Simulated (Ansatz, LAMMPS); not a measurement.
# Elastic response of amorphous 65GeO2-35La2O3 (mol %) (96 atoms), part 4 of 4

Aim: relax amorphous 65GeO2-35La2O3 (mol %) (96 atoms), then change its volume and shape to read moduli from the stress.

Ansatz 0.2.0; Kohn-Sham DFT, PBE, PAW (set soft_2), plane waves.

The cell: 17 Ge, 18 La and 61 O. The quench rate of 20 K/ps far exceeds what a furnace or splat quench reaches. The network of bonds at the start is that of the classical potential that made the cell. Sampling is at Γ alone. Spin–orbit coupling is left out.

So far. Step 8 (Volume +6 %): The relaxation converged after 7 steps, 1.13 eV below its start, with a largest force component of 0.046 eV/Å. Step 8 (Volume +6 %): Volume +6 %: the energy stands 0.872 eV above that of the reference, at a pressure of -2.74 GPa.

### Step 9. Volume -10 %

The relaxed cell is scaled to another volume.

Input and log are left out; they have the form of those shown for this kind of step.

It took 3.9 min on 4 threads of Intel Xeon Platinum 8488C (Sapphire Rapids), shared host; peak memory 2.3 GiB.

The relaxation converged after 16 steps, 4.28 eV below its start, with a largest force component of 0.045 eV/Å.

Volume -10 %: the energy stands 3.18 eV above that of the reference, at a pressure of 6.40 GPa.

### Step 10. Stretched by 1 % along x

The relaxed cell is strained along x alone, which gives the stiffness along x and its coupling to y and z.

The input, input.yaml:

```yaml
crystal:
  lattice:
    - [11.32125, 0.33826, -0.03246]
    - [0.34164, 12.21064, -0.11022]
    - [-0.03278, -0.11022, 11.57802]
  atoms:
    [... the 96 atom lines of step 4 ...]
kpoints:
  mp_grid: { grid: [1, 1, 1] }
hamiltonian:
  xc: pbe
scf:
  occupations: { method: gaussian, width: 0.05 }
output:
  forces: true
  eigenvalues: true
  stress: true
relax:
  f_tol: 0.05
  max_steps: 70
```

Run with:

```
ansatz run input.yaml --threads 4 --pin off --max-ram 8192MiB --backend cpu --events-out ev --progress --plain --runs-dir out
```

Numbers of over 12 decimals in the logs are rounded to 6 here.

Log:

```text
[...]
Crystal: 96 atoms, lattice volume = 1599.056 Å³
Basis set: ecut = 420 eV, 31233 PW (Γ), exchange–correlation on 160×180×160 points (8 copies of the dense FFT grid, shifted against one another)
Bands: 497, of which v1, the nominal top of the filled ones, is band 401 counted from 1 (400 counted from 0)
Symmetry: 1 space group operations
[...]
k-points: 1
[...]
SCF iter   1: F=—  HF=-220217.697162 eV  |F-HF|=—  |Δ(HF+E_count)|=         —  Δρ=2.97e-3  dr2=1.64e-1  ethr=1.77e-3  ⟨swp⟩=5.0  Hψ=1997  notcnv=0
[...]
SCF iter   5: F=—  HF=-220217.700627 eV  |F-HF|=—  |Δ(HF+E_count)|=   1.79e-4  Δρ=1.44e-4  dr2=3.40e-4  ethr=1.20e-7  ⟨swp⟩=2.0  Hψ=713  notcnv=0  defer=90
SCF iter   6: F=-220217.700697 eV  HF=-220217.700682 eV  |F-HF|=1.50e-5  |Δ(HF+E_count)|=   5.53e-5  Δρ=4.57e-5  dr2=3.85e-5  ethr=7.79e-9  ⟨swp⟩=12.0  Hψ=3006  notcnv=0
SCF 1 converged in 6 iterations: F = -220217.700697 eV  dr2 = 3.85e-5
[...]
relax step   1: F+E_penalty+E_count = -220217.70069708 eV  Δ(F+E_penalty+E_count) = +0.000e0 eV  max|allowed force component| = 2.588e-1 eV/Å  Δτ_max = 0.0000 Å  (6 SCF iters, dr2 threshold 6.25e-5 eV, accepted)
[...]
relax step   2: F+E_penalty+E_count = -220217.72088434 eV  Δ(F+E_penalty+E_count) = -2.019e-2 eV  max|allowed force component| = 2.842e-1 eV/Å  Δτ_max = 0.0569 Å  (8 SCF iters, dr2 threshold 4.19e-6 eV, accepted)
[...]
relax step   3: F+E_penalty+E_count = -220217.75306975 eV  Δ(F+E_penalty+E_count) = -3.219e-2 eV  max|allowed force component| = 8.800e-2 eV/Å  Δτ_max = 0.0283 Å  (6 SCF iters, dr2 threshold 5.05e-6 eV, accepted)
relax step   4: F+E_penalty+E_count = -220217.70361631 eV  Δ(F+E_penalty+E_count) = +4.945e-2 eV  max|allowed force component| = 2.683e-1 eV/Å  Δτ_max = 0.2000 Å  (11 SCF iters, rejected (line search))
[...]
relax step   5: F+E_penalty+E_count = -220217.76161502 eV  Δ(F+E_penalty+E_count) = -8.545e-3 eV  max|allowed force component| = 1.966e-2 eV/Å  Δτ_max = 0.0499 Å  (10 SCF iters, accepted)
SCF converged after 10 iterations
Free energy (F): -220217.761615 eV
[...]
Internal energy: -220217.761615 eV  (E = F + TS)
E sigma→0 (E₀):  -220217.761615 eV
Fermi energy:    7.609028 eV
[...]
Σ components = -220217.761615   (vs F -220217.761615, Δ=0.00e0)
--- Forces (eV/Å), atoms counted from 1 ---
  atom   1  Ge    -0.01965669     0.01449882    -0.00158614
  atom   2  Ge     0.00528378     0.00329074    -0.00097275
  atom   3  Ge     0.00688120    -0.01124802     0.00131870
  atom   4  Ge    -0.00977165    -0.00425601     0.00747779
[...]
atom  96  O     -0.00431606     0.00255406    -0.00825640
  max |Σ_I F_I| component: 5.74e-5 eV/Å
--- Stress (GPa, compression-positive) ---
       -0.935061       0.048919      -0.063111
        0.048918      -0.380142       0.041388
       -0.063111       0.041388      -0.395602
  P = ⅓ Tr σ = -0.5703 GPa (-5.703 kbar)
--- Band table (eV) ---
[...]
--- Relaxed structure (5 steps of the walk, 4 accepted, 0 SCFs on fresh bases) ---
  F+E_penalty+E_count = -220217.76161502 eV   max|allowed force component| = 1.966e-2 eV/Å
  atoms:
    - { symbol: Ge, position: [0.628460, 0.994547, 0.881055] }
    - { symbol: Ge, position: [0.684524, 0.070185, 0.635827] }
    - { symbol: Ge, position: [0.857224, 0.534042, 0.838810] }
    - { symbol: Ge, position: [0.897722, 0.318555, 0.425544] }
[...]
- { symbol: O, position: [0.484114, 0.370838, 0.255830] }
```

Wall time 84 s (4 threads of Intel Xeon Platinum 8488C (Sapphire Rapids), shared host); peak memory 2.5 GiB.

The relaxation converged after 5 steps, 0.0609 eV below its start, with a largest force component of 0.020 eV/Å.

Stretched by 1 % along x: the energy stands 0.0482 eV above that of the reference, at a pressure of -0.570 GPa.

### Step 11. Compressed by 1 % along x

The relaxed cell is strained along x alone, which gives the stiffness along x and its coupling to y and z.

input.yaml, the sections that differ from step 10:

```yaml
crystal:
  lattice:
    - [11.09707, 0.33826, -0.03246]
    - [0.33488, 12.21064, -0.11022]
    - [-0.03214, -0.11022, 11.57802]
  atoms:
    [... the 96 atom lines of step 4 ...]
# kpoints, hamiltonian, scf, output, relax: as in step 10
```

Log:

```text
[...]
Crystal: 96 atoms, lattice volume = 1567.392 Å³
Basis set: ecut = 420 eV, 30663 PW (Γ), exchange–correlation on 150×180×160 points (8 copies of the dense FFT grid, shifted against one another)
Bands: 497, of which v1, the nominal top of the filled ones, is band 401 counted from 1 (400 counted from 0)
Symmetry: 1 space group operations
[...]
k-points: 1
[...]
SCF iter   1: F=—  HF=-220217.699873 eV  |F-HF|=—  |Δ(HF+E_count)|=         —  Δρ=2.97e-3  dr2=1.60e-1  ethr=1.77e-3  ⟨swp⟩=5.0  Hψ=2091  notcnv=0
[...]
SCF iter   6: F=-220217.704020 eV  HF=-220217.704006 eV  |F-HF|=1.34e-5  |Δ(HF+E_count)|=   4.66e-5  Δρ=4.58e-5  dr2=3.69e-5  ethr=7.79e-9  ⟨swp⟩=13.0  Hψ=2997  notcnv=0
SCF 1 converged in 6 iterations: F = -220217.704020 eV  dr2 = 3.69e-5
[...]
relax step   1: F+E_penalty+E_count = -220217.70401957 eV  Δ(F+E_penalty+E_count) = +0.000e0 eV  max|allowed force component| = 3.213e-1 eV/Å  Δτ_max = 0.0000 Å  (6 SCF iters, dr2 threshold 6.25e-5 eV, accepted)
[...]
relax step   2: F+E_penalty+E_count = -220217.72931206 eV  Δ(F+E_penalty+E_count) = -2.529e-2 eV  max|allowed force component| = 2.941e-1 eV/Å  Δτ_max = 0.0570 Å  (7 SCF iters, dr2 threshold 6.45e-6 eV, accepted)
[...]
relax step   3: F+E_penalty+E_count = -220217.75946568 eV  Δ(F+E_penalty+E_count) = -3.015e-2 eV  max|allowed force component| = 9.701e-2 eV/Å  Δτ_max = 0.0282 Å  (6 SCF iters, dr2 threshold 5.41e-6 eV, accepted)
relax step   4: F+E_penalty+E_count = -220217.71305607 eV  Δ(F+E_penalty+E_count) = +4.641e-2 eV  max|allowed force component| = 2.051e-1 eV/Å  Δτ_max = 0.1279 Å  (11 SCF iters, rejected (line search))
[...]
relax step   5: F+E_penalty+E_count = -220217.76629092 eV  Δ(F+E_penalty+E_count) = -6.825e-3 eV  max|allowed force component| = 2.556e-2 eV/Å  Δτ_max = 0.0296 Å  (10 SCF iters, accepted)
SCF converged after 10 iterations
Free energy (F): -220217.766291 eV
[...]
Internal energy: -220217.766291 eV  (E = F + TS)
E sigma→0 (E₀):  -220217.766291 eV
Fermi energy:    7.861861 eV
[...]
--- Forces (eV/Å), atoms counted from 1 ---
  atom   1  Ge     0.02230943    -0.01676698     0.00153106
  atom   2  Ge     0.00325880     0.00872887    -0.00204109
  atom   3  Ge    -0.01127561     0.02556121     0.00861748
  atom   4  Ge    -0.00873874     0.01759978    -0.01486507
  atom   5  Ge     0.01385740     0.00094691    -0.00424548
  atom   6  Ge     0.00965083    -0.00455432     0.00920877
  atom   7  Ge    -0.01256481     0.01381009     0.00459560
  atom   8  Ge    -0.02166155     0.00270277     0.00675639
  atom   9  Ge    -0.00127247    -0.00605455    -0.01388549
  atom  10  Ge    -0.00525596     0.00396079     0.00344241
  atom  11  Ge     0.00806050     0.01588662    -0.00463504
  atom  12  Ge    -0.00398547     0.00590969    -0.00488291
  atom  13  Ge     0.00567164    -0.00647181    -0.01734012
  atom  14  Ge    -0.01911182    -0.00919935     0.00780928
[...]
atom  95  O      0.00912875    -0.00424406     0.00350250
  atom  96  O     -0.00066572    -0.00363102     0.00607130
  max |Σ_I F_I| component: 3.90e-5 eV/Å
--- Stress (GPa, compression-positive) ---
        1.028889      -0.007889       0.038707
       -0.007889       0.513392      -0.044520
        0.038707      -0.044520       0.409390
  P = ⅓ Tr σ = 0.6506 GPa (6.506 kbar)
--- Band table (eV) ---
[...]
--- Relaxed structure (5 steps of the walk, 4 accepted, 0 SCFs on fresh bases) ---
  F+E_penalty+E_count = -220217.76629092 eV   max|allowed force component| = 2.556e-2 eV/Å
  atoms:
    - { symbol: Ge, position: [0.630325, 0.995089, 0.881570] }
    - { symbol: Ge, position: [0.685603, 0.072482, 0.637056] }
    - { symbol: Ge, position: [0.856385, 0.533803, 0.837213] }
    - { symbol: Ge, position: [0.896301, 0.318666, 0.424483] }
[...]
- { symbol: O, position: [0.486220, 0.372231, 0.255625] }
```

The job ended after 80 s (4 threads; peak memory 2.5 GiB; 5.1 min of CPU time).

The relaxation converged after 5 steps, 0.0623 eV below its start, with a largest force component of 0.026 eV/Å.

Compressed by 1 % along x: the energy stands 0.0435 eV above that of the reference, at a pressure of 0.651 GPa.

### Step 12. Sheared by 2 % in xy

A shear of the relaxed cell gives the modulus that volume changes can't reach.

input.yaml, the sections that differ from step 11:

```yaml
crystal:
  lattice:
    - [11.21254, 0.45035, -0.03246]
    - [0.46037, 12.21402, -0.11022]
    - [-0.03356, -0.11054, 11.57802]
  atoms:
    [... the 96 atom lines of step 4 ...]
# kpoints, hamiltonian, scf, output, relax: as in step 11
```

Log:

```text
[...]
Crystal: 96 atoms, lattice volume = 1583.065 Å³
Basis set: ecut = 420 eV, 30951 PW (Γ), exchange–correlation on 160×180×160 points (8 copies of the dense FFT grid, shifted against one another)
Bands: 497, of which v1, the nominal top of the filled ones, is band 401 counted from 1 (400 counted from 0)
Symmetry: 1 space group operations
[...]
k-points: 1
[...]
SCF iter   1: F=—  HF=-220217.661291 eV  |F-HF|=—  |Δ(HF+E_count)|=         —  Δρ=2.96e-3  dr2=1.61e-1  ethr=1.77e-3  ⟨swp⟩=5.0  Hψ=1998  notcnv=0
[...]
SCF iter   6: F=-220217.665214 eV  HF=-220217.665201 eV  |F-HF|=1.38e-5  |Δ(HF+E_count)|=   4.93e-5  Δρ=4.56e-5  dr2=3.71e-5  ethr=7.79e-9  ⟨swp⟩=13.0  Hψ=2944  notcnv=0
SCF 1 converged in 6 iterations: F = -220217.665214 eV  dr2 = 3.71e-5
[...]
relax step   1: F+E_penalty+E_count = -220217.66521442 eV  Δ(F+E_penalty+E_count) = +0.000e0 eV  max|allowed force component| = 5.679e-1 eV/Å  Δτ_max = 0.0000 Å  (6 SCF iters, dr2 threshold 6.25e-5 eV, accepted)
[...]
relax step   2: F+E_penalty+E_count = -220217.70483706 eV  Δ(F+E_penalty+E_count) = -3.962e-2 eV  max|allowed force component| = 3.715e-1 eV/Å  Δτ_max = 0.0844 Å  (7 SCF iters, dr2 threshold 2.02e-5 eV, accepted)
[...]
relax step   3: F+E_penalty+E_count = -220217.75550214 eV  Δ(F+E_penalty+E_count) = -5.067e-2 eV  max|allowed force component| = 1.568e-1 eV/Å  Δτ_max = 0.0292 Å  (6 SCF iters, dr2 threshold 8.62e-6 eV, accepted)
relax step   4: F+E_penalty+E_count = -220217.64006540 eV  Δ(F+E_penalty+E_count) = +1.154e-1 eV  max|allowed force component| = 6.513e-1 eV/Å  Δτ_max = 0.2000 Å  (9 SCF iters, dr2 threshold 4.38e-6 eV, rejected (line search))
[...]
relax step   5: F+E_penalty+E_count = -220217.76842695 eV  Δ(F+E_penalty+E_count) = -1.292e-2 eV  max|allowed force component| = 3.412e-2 eV/Å  Δτ_max = 0.0449 Å  (11 SCF iters, accepted)
SCF converged after 11 iterations
Free energy (F): -220217.768427 eV
[...]
Internal energy: -220217.768427 eV  (E = F + TS)
E sigma→0 (E₀):  -220217.768427 eV
Fermi energy:    7.737000 eV
[...]
--- Forces (eV/Å), atoms counted from 1 ---
  atom   1  Ge    -0.02407336    -0.03131985     0.01796533
  atom   2  Ge    -0.02181390    -0.02030558    -0.01484850
  atom   3  Ge    -0.01376614     0.00573461     0.01072603
  atom   4  Ge     0.00463684     0.02093976     0.02175167
  atom   5  Ge    -0.00884164     0.01032151    -0.00703198
  atom   6  Ge    -0.01383558    -0.01856019    -0.00423158
  atom   7  Ge    -0.00050306     0.01206798     0.00175430
  atom   8  Ge    -0.02448048    -0.00588908    -0.01919181
  atom   9  Ge    -0.00451159    -0.01070109     0.00341780
  atom  10  Ge    -0.01714868    -0.00264908     0.00202932
  atom  11  Ge     0.01014357    -0.00083517    -0.01309053
  atom  12  Ge    -0.01021325    -0.02007419     0.01033578
  atom  13  Ge    -0.00689118    -0.01513747     0.00294010
  atom  14  Ge     0.02493689     0.00146472     0.01655193
[...]
atom  95  O     -0.00553182     0.00428133     0.00256906
  atom  96  O      0.00726815     0.00189938    -0.00042482
  max |Σ_I F_I| component: 5.64e-5 eV/Å
--- Stress (GPa, compression-positive) ---
        0.071013      -0.470536       0.016049
       -0.470536       0.195169       0.047423
        0.016049       0.047423       0.058026
  P = ⅓ Tr σ = 0.1081 GPa (1.081 kbar)
--- Band table (eV) ---
[...]
--- Relaxed structure (5 steps of the walk, 4 accepted, 0 SCFs on fresh bases) ---
  F+E_penalty+E_count = -220217.76842695 eV   max|allowed force component| = 3.412e-2 eV/Å
  atoms:
    - { symbol: Ge, position: [0.627827, 0.995352, 0.881346] }
    - { symbol: Ge, position: [0.683294, 0.071729, 0.636716] }
    - { symbol: Ge, position: [0.857116, 0.532536, 0.837361] }
    - { symbol: Ge, position: [0.898320, 0.319304, 0.424178] }
[...]
- { symbol: O, position: [0.486662, 0.372364, 0.255746] }
```

Run time: 84 s. Hardware: 4 threads; peak memory 2.5 GiB.

The relaxation converged after 5 steps, 0.103 eV below its start, with a largest force component of 0.034 eV/Å.

Sheared by 2 % in xy: the energy stands 0.0413 eV above that of the reference, at a pressure of 0.108 GPa.

### Step 13. Pressure against volume

Atoms are relaxed at each volume, in the scaled cell.

```
volume change (%)  volume (Å³/atom)  energy change (meV/atom)  pressure (GPa)  largest move on relaxing (Å)  bonds  gap (eV)
              -10            14.843                     33.08            6.40                          0.79    203                2.90
               -6            15.502                     12.04            3.98                          0.43    197                2.98
               -3            15.997                      2.84            1.92                          0.14    194                2.97
               +0            16.492                      0.00            0.00                             -    192                2.96
               +3            16.987                      2.42           -1.53                          0.15    190                2.97
               +6            17.481                      9.08           -2.74                          0.30    189                2.98
```

### Step 14. Uniaxial strain and shear

Stress (GPa, compression positive) less that of the relaxed cell, atoms relaxed:

```csv
strain,xx,yy,zz,xy,energy change (meV/atom)
stretched by 1 % along x,-0.932,-0.410,-0.367,0.043,0.50
compressed by 1 % along x,1.032,0.483,0.438,-0.014,0.45
sheared by 2 % in xy,0.074,0.165,0.086,-0.476,0.43
```

### Step 15. Outcome

The bulk modulus, from the slope of pressure against ln V over the three points nearest the relaxed volume, is 57.5 GPa; between neighbouring points the slope runs 56, 66, 63, 52 and 42 GPa from the smallest volume up, without a steady fall, so no pressure derivative is given. The count of bonds runs from 189 to 203 over the series, so at some points contacts cross the cutoffs. At -10 % some atom moved by over 0.5 Å on relaxing, so that point may sit in another local minimum. The gap goes from 2.90 eV at the smallest volume to 2.98 eV at the largest, not monotonically (lowest 2.90, highest 2.98 eV), on the run's k-points. In the Cartesian axes of the cell, finite differences give C11 = 98.2, C12 = 44.7, C13 = 40.2 and C66 = 23.8 GPa (the shear of 2 % is the engineering strain, εxy = 0.01). The mean of C11, C12 and C13, which equals the bulk modulus in a cubic or isotropic solid, is 61.0 GPa: it agrees with the bulk modulus within 10 %. For an isotropic solid C66 would equal (C11 − C12)/2 = 26.8 GPa; so small a sample needn't be isotropic, and C66 rests on one shear. With the bulk modulus and C66 as K and G, Young's modulus would be about 63 GPa and Poisson's ratio 0.32.

Caveats: Strains are finite and relaxations stop at the force tolerance of the input, which can leave moduli too stiff; they are those of a static cell at zero temperature. Volumes are changed with the cell's shape held, so in an anisotropic solid the modulus lies over the one under free hydrostatic load. The program notes that the SCF threshold of the relaxations is loose for the stress.

The DFT runs together took 25 min of wall time.

[Logs are printed without paths, hosts, clocks, repeated set-up lines and the standing remarks that a program may print on its own settings, such as how far it seeks lower states.]

[Hosts, paths, dates, database ids (printed as entryN), source tags and the programs' standing remarks are cut or masked in the printed files.]
